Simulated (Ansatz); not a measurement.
# The perfect C wire along [100], 9 atoms a period, H-terminated, part 2 of 3

Wanted: the relaxed geometry and the bands of the C wire along [100], 9 atoms a period, H-terminated.

Ansatz 0.2.0; DFT PBE, plane waves, PAW; relaxation of a wire's period (the session's first sound run).

So far. Step 2 (Relaxation of atoms and period): The cell's length comes to 3.741 Å with spin left out.

### Step 3. The perfect wire

This step: DFT PBE, plane waves, PAW; channels and complex bands of a perfect wire (Ansatz 0.2.0).

At the relaxed period the Bloch states of the perfect wire are found at each energy: those that move forward count the open channels, and those that decay describe how a disturbance dies away inside the wire itself. An energy step of 0.035 eV is under the 0.039 eV that the program asks for its thermal average at 300 K.

Input file input.yaml:

```yaml
crystal:
  lattice:
    - [11.663, 0.0, 0.0]
    - [0.0, 11.663, 0.0]
    - [0.0, 0.0, 3.7408124038]
  atoms:
    - { symbol: C, position: [0.500011344, 0.500011344, 0.0] }
    - { symbol: H, position: [0.368543198, 0.368543198, 0.099185732] }
    - { symbol: H, position: [0.631479489, 0.631479489, 0.099185732] }
    - { symbol: C, position: [0.424829949, 0.424829949, 0.256122024] }
    - { symbol: C, position: [0.575192739, 0.575192739, 0.256122024] }
    - { symbol: H, position: [0.292544684, 0.555362472, 0.341322781] }
    - { symbol: H, position: [0.444660215, 0.707478003, 0.341322781] }
    - { symbol: H, position: [0.555362472, 0.292544684, 0.341322781] }
    - { symbol: H, position: [0.707478003, 0.444660215, 0.341322781] }
    - { symbol: C, position: [0.349518788, 0.500011344, 0.5] }
    - { symbol: C, position: [0.500011344, 0.349518788, 0.5] }
    - { symbol: C, position: [0.500011344, 0.6505039, 0.5] }
    - { symbol: C, position: [0.6505039, 0.500011344, 0.5] }
    - { symbol: H, position: [0.292544684, 0.444660215, 0.658677219] }
    - { symbol: H, position: [0.444660215, 0.292544684, 0.658677219] }
    - { symbol: H, position: [0.555362472, 0.707478003, 0.658677219] }
    - { symbol: H, position: [0.707478003, 0.555362472, 0.658677219] }
    - { symbol: C, position: [0.424829949, 0.575192739, 0.743877976] }
    - { symbol: C, position: [0.575192739, 0.424829949, 0.743877976] }
    - { symbol: H, position: [0.368543198, 0.631479489, 0.900814268] }
    - { symbol: H, position: [0.631479489, 0.368543198, 0.900814268] }
kpoints:
  mp_grid: { grid: [1, 1, 22] }
  band_path: { path: ["Γ", Z], npoints: 50 }
scf:
  occupations: { method: fermi_dirac, width: 0.05 }
hamiltonian:
  xc: pbe
output:
  transmission:
    e_range: [-2, 2]
    de: 0.035
    kmesh: [1, 1]
    reduced_basis: true
    leads: [[0, 0]]
  dos: { e_range: [-5, 4] }
  write_potential: true
  write_density: true
  volumetric_format: npy
  elf: true
```

Started as:

```sh
ansatz run input.yaml --threads 8 --pin off --max-ram 16384MiB --backend cpu --events-out ev --progress --plain --runs-dir out
```

Numbers of over 12 decimals in the logs are rounded to 6 here.

The log of the run:

```text
[...]
Crystal: 21 atoms, lattice volume = 508.846 Å³
Basis set: ecut = 420 eV, 10021 PW (Γ)
Bands: 45, of which v1, the nominal top of the filled ones, is band 24 counted from 1 (23 counted from 0)
Symmetry: 8 space group operations
[...]
k-points: 12 of 22
[...]
SCF iter   1: F=—  HF=-2451.099812 eV  |F-HF|=—  |Δ(HF+E_count)|=         —  Δρ=3.10e-3  dr2=1.06e-1  ethr=1.77e-3  ⟨swp⟩=7.6  Hψ=2912  notcnv=0  defer=85
[...]
SCF iter   8: F=-2451.078888 eV  HF=-2451.078888 eV  |F-HF|=9.28e-9  |Δ(HF+E_count)|=   1.11e-7  Δρ=8.77e-7  dr2=2.15e-9  ethr=4.62e-11  ⟨swp⟩=5.5  Hψ=2266  notcnv=0
SCF 1 converged in 8 iterations: F = -2451.078888 eV  dr2 = 2.15e-9
[...]
NSCF: frozen V_eff on 51 k-points
transmission: 5 of 30 steps passed
transmission: 10 of 30 steps passed
[...]
transmission: 30 of 30 steps passed
WARN: The output density's exchange-correlation potential varies sharply where the density is thin. Do not read a vacuum level from v_tot or v_xc, or from such a field of the output density. On a cell that repeats whose density bears no net charge and no dipole along the vacuum's axis use v_es (v_loc + v_h of the components); under efield.dipole_correction with no amplitude use v_es + v_field, which holds any externa [...]
Second SCF, for the conductance: iteration 1, dr2 6.166e-9 eV
Second SCF, for the conductance: iteration 2, dr2 4.859e-9 eV
Second SCF, for the conductance: iteration 3, dr2 9.955e-10 eV
transmission: 5 of 30 steps passed
transmission: 10 of 30 steps passed
[...]
transmission: 30 of 30 steps passed
SCF converged after 8 iterations
an eigenvalue changed by more than its tolerance at an iteration that met the thresholds in force, so the SCF went on 1 time: the last check found none over its tolerance
Free energy (F): -2451.078888 eV
[...]
Internal energy: -2451.078888 eV  (E = F + TS)
E sigma→0 (E₀):  -2451.078888 eV
Fermi energy:    -1.313034 eV
[...]
--- Band table (eV; the first three rows and the last of 12) ---
  k-point 0: bands = [... 20 lower, -5.6351, -4.5499, -3.4806, -3.4806, 0.8236, 1.8550, 1.8882, 1.8882, ... 17 higher]
  k-point 1: bands = [... 20 lower, -5.6312, -4.5338, -3.5101, -3.5101, 0.8490, 1.8783, 1.9070, 1.9070, ... 17 higher]
  k-point 2: bands = [... 20 lower, -5.6200, -4.4893, -3.5969, -3.5969, 0.9241, 1.9473, 1.9633, 1.9633, ... 17 higher]
  k-point 11: bands = [... 20 lower, -5.2048, -5.0770, -5.0770, -4.5492, 3.1082, 3.4442, 3.7739, 3.8763, ... 17 higher]
--- Transmission ---
  basis      : 1201 plane waves across, 5 finite elements along
  points     : 1, standing for a mesh of 1 x 1
  filling    : by a second SCF (3 iterations) under fermi_dirac of width 0.025852 eV on a mesh of 1 x 1 x 22, whose Fermi level is -1.320482 eV
  energies   : 115 from -2.000000 to 1.990000 eV about the Fermi level, 0.035000 eV apart; the leads are filled to 0.000000 eV, and channels, transmission and decay are at -0.005000 eV
  crystal 0  : H12C9, at the sites [0, 0], period 3.7408 Å: whole cells are its period
    offset         : up to 0.0000 Å between an atom of the period and one for which it stands
    channels       : 0.000000e0 a spin
    conductance    : none, crystal 0 has no channel at the energies, or these end too early or step too widely for 300 K: set another output.transmission.e_range or a lower de, or, where they end at an eighth of basis.ecutwfc, a higher one
    slowest decay  : 0.5010 /Å at (0.0000, 0.0000)
```

Run time: 4.7 min. Hardware: 8 threads of Intel Xeon Platinum 8259CL at 2.50GHz (Skylake/Cascade Lake), shared host; peak memory 2.5 GiB; 24 min of CPU time.

Numbers from this step:

```
channels at the energy nearest the Fermi level, one spin        : 0
slowest decay in the lead at the energy nearest the Fermi level : 0.501 Å⁻¹
band gap                                                        : 4.304 eV
```

The open channels of the lead, one spin stays at 0 for energy from -2 to 1.99 eV.

The slowest values at each energy, most degenerate partners merged, listed up to 1.5 1/Å. The Im kz of the slowest decaying states by energy, zero at the Fermi level:

```tsv
energy (eV)	decay 1 (Å⁻¹)	decay 2 (Å⁻¹)	decay 3 (Å⁻¹)	decay 4 (Å⁻¹)
-2.000	0.175	0.437	0.496	0.587
-1.790	0.260	0.470	0.502	0.590
-1.615	0.310	0.493	0.506	0.592
-1.405	0.358	0.510	0.516	0.593
-1.195	0.398	0.512	0.536	0.593
-0.985	0.431	0.513	0.552	0.593
-0.810	0.455	0.513	0.564	0.592
-0.600	0.480	0.512	0.575	0.590
-0.390	0.503	0.510	0.585	0.587
-0.215	0.506	0.519	0.584	0.592
-0.005	0.501	0.537	0.579	0.598
0.205	0.494	0.552	0.574	0.603
0.415	0.484	0.565	0.568	0.606
0.590	0.474	0.562	0.575	0.602
0.800	0.458	0.553	0.584	0.597
1.010	0.437	0.543	0.590	0.591
1.185	0.414	0.534	0.586	0.593
1.395	0.379	0.521	0.578	0.593
1.605	0.331	0.505	0.570	0.572
1.815	0.265	0.486	0.550	0.560
```

The electronic bands at the labelled points (eV, zero at the Fermi level):

```tsv
point	band 21	band 22	band 23	band 24	band 25	band 26	band 27	band 28
Γ	-4.32	-3.24	-2.17	-2.17	2.14	3.17	3.20	3.20
halfway	-4.22	-2.96	-2.93	-2.93	2.84	3.76	3.76	3.82
Z	-3.89	-3.76	-3.76	-3.24	4.42	4.76	5.09	5.19
```

ELF in the ca plane at fractional y = 0.500, with atoms of C within 0.2 Å of it. It is the smooth field of the valence electrons, not physical close to the nuclei.

Ten even steps from '0' (0.00) to '9' (0.79), each cell a mean:
```
00000000000000
00000000000000
00000000000000
00000000000000
00123211123200
00367654577620
00489988999730
00268964798510
00258842587410
34468987887543
78875433345788
25863100014774
47874210124886
67766665666677
12358976898422
00258731487410
00379987899620
00489977899730
00255433355410
00011100011100
00000000000000
00000000000000
00000000000000
00000000000000
```
Columns run along c (3.7 Å), rows up along a (11.7 Å). Atoms in or near the plane, at fractional coordinates: C at (0.00, 0.50), C at (0.50, 0.35), C at (0.50, 0.65).

Valence density in the ca plane at fractional y = 0.500, with atoms of C within 0.2 Å of it. It is the smooth field of the valence electrons, not physical close to the nuclei.

Ten even steps from '_' (0.0 e/Å³) to '@' (1.8 e/Å³), each cell a mean:
```
____________________________
____________________________
____________________________
____________________________
____________________________
____________________________
______....--------::..______
______..--**%%@@%%++--..____
____..::==##@@@@@@**--..____
....::::--==++++++==--::::..
++++==--::::......::::--==++
@@@@**--....______..::==##@@
%%%%**--::..______..::==**%%
------------::::::----------
__....::--**##%%##++--::....
______..==##@@@@@@**--..____
______..--++**##**==::..____
________....::::::....______
____________________________
____________________________
____________________________
____________________________
____________________________
____________________________
```
Columns run along c (3.7 Å), rows up along a (11.7 Å). Atoms in or near the plane, at fractional coordinates: C at (0.00, 0.50), C at (0.50, 0.35), C at (0.50, 0.65).

Electrostatic potential energy in the ca plane at fractional y = 0.500, with atoms of C within 0.2 Å of it. With pseudopotentials it is smooth inside the atoms' cores, unlike the true potential.

Values in eV, 24 rows by 14 columns, each cell a mean:
```
  2   2   2   2   2   2   2   2   2   2   2   2   2   2
  2   2   2   2   2   2   2   2   2   2   2   2   2   2
  2   2   2   2   2   2   2   2   2   2   2   2   2   2
  2   2   2   2   2   2   2   2   2   2   2   2   2   2
  2   2   2   2   2   2   2   2   2   2   2   2   2   2
  2   2   2   1   1   1   1   1   1   1   1   2   2   2
  2   2   1   0  -2  -4  -7  -8  -6  -3  -1   1   1   2
  2   2   1  -1  -6 -24 -46 -51 -41 -18  -5   0   1   2
  1   1   0  -2  -8 -32 -56 -58 -52 -24  -6  -1   0   1
 -1  -2  -3  -4  -5 -10 -18 -22 -16  -8  -5  -4  -2  -1
-22 -16  -8  -5  -4  -3  -2  -2  -2  -3  -4  -6 -10 -18
-59 -53 -26  -6  -2  -1   0   0   0  -1  -3 -10 -33 -56
-51 -41 -19  -5  -3  -2  -1   0  -1  -2  -3  -8 -24 -45
 -8  -6  -5  -5  -5  -5  -5  -5  -5  -5  -5  -5  -5  -6
  0   0  -1  -3  -6 -18 -36 -41 -32 -14  -5  -2  -1   0
  1   1   1  -2  -9 -34 -58 -59 -54 -26  -6  -1   1   1
  2   2   1  -1  -4 -13 -28 -33 -24 -10  -3   0   1   2
  2   2   1   1   0  -1  -2  -2  -2  -1   0   1   2   2
  2   2   2   2   2   2   2   2   2   2   2   2   2   2
  2   2   2   2   2   2   2   2   2   2   2   2   2   2
  2   2   2   2   2   2   2   2   2   2   2   2   2   2
  2   2   2   2   2   2   2   2   2   2   2   2   2   2
  2   2   2   2   2   2   2   2   2   2   2   2   2   2
  2   2   2   2   2   2   2   2   2   2   2   2   2   2
```
Columns run along c (3.7 Å; values clipped at the 3rd and 97th percentile), rows up along a (11.7 Å). Atoms in or near the plane, at fractional coordinates: C at (0.00, 0.50), C at (0.50, 0.35), C at (0.50, 0.65).

By hand: a barrier of this wire, of length L, would pass T ∝ exp(−2κL) at this energy; with κ = 0.501 Å⁻¹ one decade takes ln 10 / (2κ) = 2.30 Å.

At the computed energy nearest the Fermi level there are 0 channels a spin; the gap is 4.30 eV.

### Step 4. Levels at the same atoms, level LDA, cutoff 420 eV

This step: DFT LDA, plane waves, PAW; bands of a perfect wire at the PBE geometry (Ansatz 0.2.0).

The atoms stay at the PBE geometry and the functional changes. At fixed atoms LDA and the gradient-corrected functionals usually give like bands; this run checks that. Against the first PBE run of this kind, the mesh along the wire has 17 points against 22.

Edit input.yaml of step 3 so:

```diff
@@ -28,3 +28,3 @@
 kpoints:
-  mp_grid: { grid: [1, 1, 22] }
+  mp_grid: { grid: [1, 1, 17] }
   band_path: { path: ["Γ", Z], npoints: 50 }
@@ -33,14 +33,2 @@
 hamiltonian:
-  xc: pbe
-output:
-  transmission:
-    e_range: [-2, 2]
-    de: 0.035
-    kmesh: [1, 1]
-    reduced_basis: true
-    leads: [[0, 0]]
-  dos: { e_range: [-5, 4] }
-  write_potential: true
-  write_density: true
-  volumetric_format: npy
-  elf: true
+  xc: lda
```

The log of the run:

```text
[...]
Crystal: 21 atoms, lattice volume = 508.846 Å³
Basis set: ecut = 420 eV, 10021 PW (Γ)
Bands: 45, of which v1, the nominal top of the filled ones, is band 24 counted from 1 (23 counted from 0)
Symmetry: 8 space group operations
[...]
k-points: 9 of 17
[...]
SCF iter   1: F=—  HF=-2376.101969 eV  |F-HF|=—  |Δ(HF+E_count)|=         —  Δρ=5.00e-3  dr2=1.88e-1  ethr=1.77e-3  ⟨swp⟩=7.4  Hψ=2244  notcnv=0  defer=57
[...]
SCF iter   8: F=-2376.073247 eV  HF=-2376.073247 eV  |F-HF|=5.23e-9  |Δ(HF+E_count)|=   1.61e-7  Δρ=1.10e-6  dr2=7.28e-9  ethr=7.83e-11  ⟨swp⟩=6.7  Hψ=1807  notcnv=0
SCF 1 converged in 8 iterations: F = -2376.073247 eV  dr2 = 7.28e-9
[...]
SCF converged after 8 iterations
[...]
Free energy (F): -2376.073247 eV
[...]
Internal energy: -2376.073247 eV  (E = F + TS)
E sigma→0 (E₀):  -2376.073247 eV
Fermi energy:    -1.398193 eV
[...]
--- Band table (eV; the first three rows and the last of 9) ---
  k-point 0: bands = [... 20 lower, -5.7402, -4.7006, -3.5712, -3.5712, 0.7438, 1.8037, 1.8037, 1.8330, ... 17 higher]
  k-point 1: bands = [... 20 lower, -5.7342, -4.6719, -3.6219, -3.6219, 0.7876, 1.8339, 1.8339, 1.8734, ... 17 higher]
  k-point 2: bands = [... 20 lower, -5.7175, -4.5974, -3.7687, -3.7687, 0.9148, 1.9232, 1.9232, 1.9908, ... 17 higher]
  k-point 8: bands = [... 20 lower, -5.4106, -5.2151, -5.2151, -4.5935, 2.8625, 3.3096, 3.6214, 3.6214, ... 17 higher]
```

It took 10 s on 8 threads; peak memory 1.6 GiB.

Numbers from this step:

* band gap: 4.315 eV

Electronic bands along the path, in eV, zero at the Fermi level:

```tsv
point	band 21	band 22	band 23	band 24	band 25	band 26	band 27	band 28
Γ	-4.34	-3.30	-2.17	-2.17	2.14	3.20	3.20	3.23
halfway	-4.25	-3.01	-2.96	-2.96	2.85	3.73	3.73	3.83
Z	-3.96	-3.83	-3.83	-3.22	4.36	4.69	4.99	5.10
```

The gap is 4.31 eV, against 4.30 eV under PBE at the relaxed period.

### Step 5. Levels at the same atoms, level PBEsol, cutoff 420 eV

This step: DFT PBEsol, plane waves, PAW; bands of a perfect wire at the PBE geometry (Ansatz 0.2.0).

The atoms stay at the PBE geometry and the functional changes. At fixed atoms LDA and the gradient-corrected functionals usually give like bands; this run checks that. Against the first PBE run of this kind, the mesh along the wire has 17 points against 22.

Edit input.yaml of step 4 so:

```diff
@@ -33,2 +33,2 @@
 hamiltonian:
-  xc: lda
+  xc: pbesol
```

The log of the run:

```text
[...]
Crystal: 21 atoms, lattice volume = 508.846 Å³
Basis set: ecut = 420 eV, 10021 PW (Γ)
Bands: 45, of which v1, the nominal top of the filled ones, is band 24 counted from 1 (23 counted from 0)
Symmetry: 8 space group operations
[...]
k-points: 9 of 17
[...]
--- Band table (eV; the first three rows and the last of 9) ---
  k-point 0: bands = [... 20 lower, -5.5930, -4.5253, -3.4198, -3.4198, 0.8853, 1.9194, 1.9663, 1.9663, ... 17 higher]
  k-point 1: bands = [... 20 lower, -5.5868, -4.4974, -3.4701, -3.4701, 0.9282, 1.9590, 1.9978, 1.9978, ... 17 higher]
  k-point 2: bands = [... 20 lower, -5.5693, -4.4249, -3.6158, -3.6158, 1.0535, 2.0749, 2.0911, 2.0911, ... 17 higher]
  k-point 8: bands = [... 20 lower, -5.2386, -5.0431, -5.0431, -4.4523, 3.0494, 3.5457, 3.8200, 3.8592, ... 17 higher]
[key lines of the parts left out:]
SCF converged after 8 iterations
Free energy (F): -2410.396602 eV
Fermi energy:    -1.251917 eV
```

Wall time 10 s (8 threads); peak memory 1.6 GiB; 78 s of CPU time.

The electronic bands at the labelled points (eV, zero at the Fermi level):

```tsv
point	band 21	band 22	band 23	band 24	band 25	band 26	band 27	band 28
Γ	-4.34	-3.27	-2.17	-2.17	2.14	3.17	3.22	3.22
halfway	-4.25	-2.99	-2.94	-2.94	2.84	3.77	3.77	3.83
Z	-3.93	-3.80	-3.80	-3.23	4.42	4.74	5.05	5.18
```

The gap is 4.31 eV, against 4.30 eV under PBE at the relaxed period.

### Step 6. Levels at the same atoms, level r2SCAN, cutoff 500 eV

This step: DFT r2SCAN, plane waves, PAW; bands of a perfect wire at the PBE geometry (Ansatz 0.2.0).

The atoms stay at the PBE geometry and the functional changes. r2SCAN also reads the kinetic-energy density; it often gives larger moments and wider gaps than PBE, at a higher cost. Against the first PBE run of this kind, the cutoff is 500 eV against 420 and the mesh along the wire has 17 points against 22.

Edit input.yaml of step 5 so:

```diff
@@ -33,2 +33,2 @@
 hamiltonian:
-  xc: pbesol
+  xc: r2scan
```

The log of the run:

```text
[...]
Crystal: 21 atoms, lattice volume = 508.846 Å³
Basis set: ecut = 500 eV, 12957 PW (Γ), exchange–correlation on 360×360×120 points (64 copies of the dense FFT grid, shifted against one another)
Bands: 45, of which v1, the nominal top of the filled ones, is band 24 counted from 1 (23 counted from 0)
Symmetry: 8 space group operations
[...]
k-points: 9 of 17
[...]
--- Band table (eV; the first three rows and the last of 9) ---
  k-point 0: bands = [... 20 lower, -5.9321, -4.7658, -3.6736, -3.6736, 1.3063, 2.4089, 2.4376, 2.4376, ... 17 higher]
  k-point 1: bands = [... 20 lower, -5.9258, -4.7388, -3.7251, -3.7251, 1.3504, 2.4498, 2.4702, 2.4702, ... 17 higher]
  k-point 2: bands = [... 20 lower, -5.9073, -4.6683, -3.8736, -3.8736, 1.4789, 2.5668, 2.5668, 2.5694, ... 17 higher]
  k-point 8: bands = [... 20 lower, -5.5296, -5.3190, -5.3190, -4.7780, 3.5068, 4.0477, 4.2942, 4.3721, ... 17 higher]
[key lines of the parts left out:]
SCF converged after 7 iterations
Free energy (F): -2458.515701 eV
Fermi energy:    -1.168246 eV
```

Wall time 19 s (8 threads); peak memory 2.7 GiB.

The electronic bands at the labelled points (eV, zero at the Fermi level):

```tsv
point	band 21	band 22	band 23	band 24	band 25	band 26	band 27	band 28
Γ	-4.76	-3.60	-2.51	-2.51	2.47	3.58	3.61	3.61
halfway	-4.67	-3.32	-3.30	-3.30	3.20	4.18	4.18	4.25
Z	-4.30	-4.16	-4.16	-3.65	4.79	5.16	5.44	5.60
```

The gap is 4.98 eV, against 4.30 eV under PBE at the relaxed period.

### Step 7. Side by side

Times are for 8 threads of Intel Xeon Platinum 8259CL at 2.50GHz (Skylake/Cascade Lake), shared host. The series side by side:

```tsv
no.	level	band gap (eV)	time	memory (GiB)
1	LDA	4.315	10 s	1.6
2	PBEsol	4.305	10 s	1.6
3	r2SCAN	4.980	19 s	2.7
```

[end of part 2 of 3]

[Logs are printed without paths, hosts, clocks, repeated set-up lines and the standing remarks that a program may print on its own settings, such as how far it seeks lower states.]

[Hosts, paths, dates, database ids (printed as entryN), source tags and the programs' standing remarks are cut or masked in the printed files.]
